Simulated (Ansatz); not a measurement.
SiO2 (P3_221): refractive index against wavelength

The refractive index of SiO2 (P3_221) along x below the direct gap (6.30 eV on the mesh) is read from one computed spectrum, n = √(Re ε). x, y and z are the Cartesian axes of the input cell.

It takes space group P3_221 (No. 154, trigonal). The conventional cell has a = 4.916 Å, b = 4.916 Å, c = 5.408 Å, α = 90.00°, β = 90.00°, γ = 120.00°. Around Si on site a lie 4 O at 1.61 Å. O on site c is surrounded by 2 Si at 1.61 Å.

Method: Ansatz 0.2.0, PBE, independent particles, k-mesh 6×6×4 with interpolation inside its cells, Gaussian parameter 0.1 eV.

Launch of the response step: `ansatz run input.yaml --threads 4 --pin off --max-ram 8192MiB --backend cpu --events-out ev --progress --plain --runs-dir out`. The run took 46 s, on 4 threads of Arm Neoverse V1, on a shared host.

| wavelength (nm) | photon energy E (eV) | n |
| --- | --- | --- |
| 700 | 1.771 | 1.6104 |
| 633 | 1.959 | 1.6126 |
| 532 | 2.331 | 1.6176 |
| 450 | 2.755 | 1.6247 |
| 405 | 3.061 | 1.6308 |
| 365 | 3.397 | 1.6384 |
| 308 | 4.025 | ? |

In the single-oscillator model n² − 1 = E₀E_d/(E₀² − E²), so 1/(n² − 1) = E₀/E_d − E²/(E₀E_d) is linear in E².

Working, on the rows shown:

| x = E² (eV²) | y = 1/(n² − 1) |
| --- | --- |
| 3.13716 | 0.627593 |
| 3.83641 | 0.624813 |
| 5.43137 | 0.618571 |
| 7.59115 | 0.609886 |
| 9.37179 | 0.602588 |
| 11.5384 | 0.593699 |

Means: x̄ = 6.8177, ȳ = 0.61286. Σ(x − x̄)(y − ȳ) = -0.2168, Σ(x − x̄)² = 53.76. Slope = -0.2168 / 53.76 = -0.004032; intercept = ȳ − slope · x̄ = 0.64035. Turned back into n, the line misses the rows shown by at most 0.00012.

**Question.** Predict the last column of the withheld row from the fit.

**Answer.** At x = 16.204 the line gives y = 0.57501, that is 1.6550. The run gave 1.6557, so the extrapolation is off by 0.00068, 1.5 % of the range in the table.

Refitted with all rows, the slope is -0.004078 and the intercept 0.64062. These give E₀ = √(intercept/−slope) = 12.53 eV and E_d = E₀/intercept = 19.6 eV; E₀ is 2.0 times the direct gap. The electronic limit at long wavelengths, without lattice vibrations, is n = √(1 + 1/intercept) = 1.600. Excitons are left out and so are local fields; PBE gaps are as a rule too small.
